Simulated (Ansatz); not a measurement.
# Tunnelling decay and corrugation (surface alloy): Ir(110)-(1x2)-Gd surface alloy; Ir(100)-(3x1)-Au surface alloy; and others

A simple barrier model says that the current falls as exp(−2κz) with κ = 0.512 √φ (Å⁻¹, φ in eV). How well does that hold over real surfaces, and how fast does atomic contrast fade as the tip draws back?

Set-up. Ansatz 0.2.0, plane waves with PAW datasets (its set soft_2), functional as listed; relaxed slabs, Tersoff-Hamann images of the filled states within the window listed under the Fermi level. κ is fitted to the planar mean between 3 and 5 Å over the top atom; the model's barrier is the work function plus half the window. A setpoint is the mean density at the height named.

What came out:

| surface | functional | work function (eV) | window (eV) | κ, model (Å⁻¹) | κ, fitted (Å⁻¹) | near setpoint (Å): corrugation (Å) | far setpoint (Å): corrugation (Å) |
| --- | --- | --- | --- | --- | --- | --- | --- |
| Ir(110)-(1x2)-Gd surface alloy | PBE-D3(BJ) | 2.97 | 0.50 | 0.92 | 0.90 | 3: 0.805 | 4.5: 0.646 |
| Fe(110)-(rectangular two-atom cell)-Na surface alloy | LDA | 3.00 | 0.40 | 0.92 | 0.91 | 2.5: 0.038 | 4: 0.011 |
| V(100)-(2x1)-Bi surface alloy | PBEsol | 3.68 | 0.50 | 1.02 | 1.16 | 3: 0.430 | 5: 0.277 |
| Hf(0001)-(2x2)-Cu surface alloy | PBE | 3.91 | 0.40 | 1.04 | 1.05 | 3: 0.695 | 4.5: 0.386 |
| Fe(100)-c(2x2)-Pb surface alloy | PBE | 4.00 | 0.40 | 1.05 | 1.09 | 3: 0.453 | 4.5: 0.180 |
| Cr(110)-(rectangular two-atom cell)-Pb surface alloy | LDA | 4.12 | 0.30 | 1.06 | 1.21 | 3: 0.393 | 4.5: 0.194 |
| Fe(100)-p(2x2)-Pb surface alloy | LDA | 4.31 | 0.30 | 1.08 | 1.16 | 2.5: 1.068 | 4: 0.756 |
| Ni(110)-(1x2)-Sb surface alloy | LDA | 4.39 | 0.30 | 1.09 | 1.20 | 3: 0.546 | 4.5: 0.334 |
| Cu(110)-(2x1)-Sn surface alloy | LDA | 4.68 | 0.30 | 1.13 | 1.16 | 3: 1.062 | 5: 0.355 |
| Ir(100)-(3x1)-Au surface alloy | LDA | 5.78 | 0.50 | 1.26 | 1.33 | 2.5: 0.233 | 4: 0.078 |

What this shows: The fitted κ is 0.98 to 1.14 times the model's, and larger in 8 of 10. Momentum along the surface adds to κ² and raises it, while a barrier that has not reached its full height this near the surface lowers it. Worked for Ir(110)-(1x2)-Gd surface alloy: 0.512 × √(2.97 + 0.25) = 0.92 Å⁻¹; with the fitted 0.90 Å⁻¹ the current falls by exp(2 × 0.90) = 6.0 per Å. Where it is still over 0.005 Å at the far setpoint (10 rows), the corrugation falls by a factor of 1.2 to 2.3 per Å.

**Limits.** The model has an s-wave tip and no forces between tip and sample. Semilocal potentials reach the vacuum level too fast, without an image tail. The surfaces are built from prototypes and need not be the stable ones; functionals, windows and heights differ between rows (the narrowest window from 0.2 eV on is taken, and runs with charge in the vacuum are left out), and rows with Cr, Mn, Fe, Co, Ni or Gd rest on one magnetic start or none. The table is a selection: not every member that was run is listed.
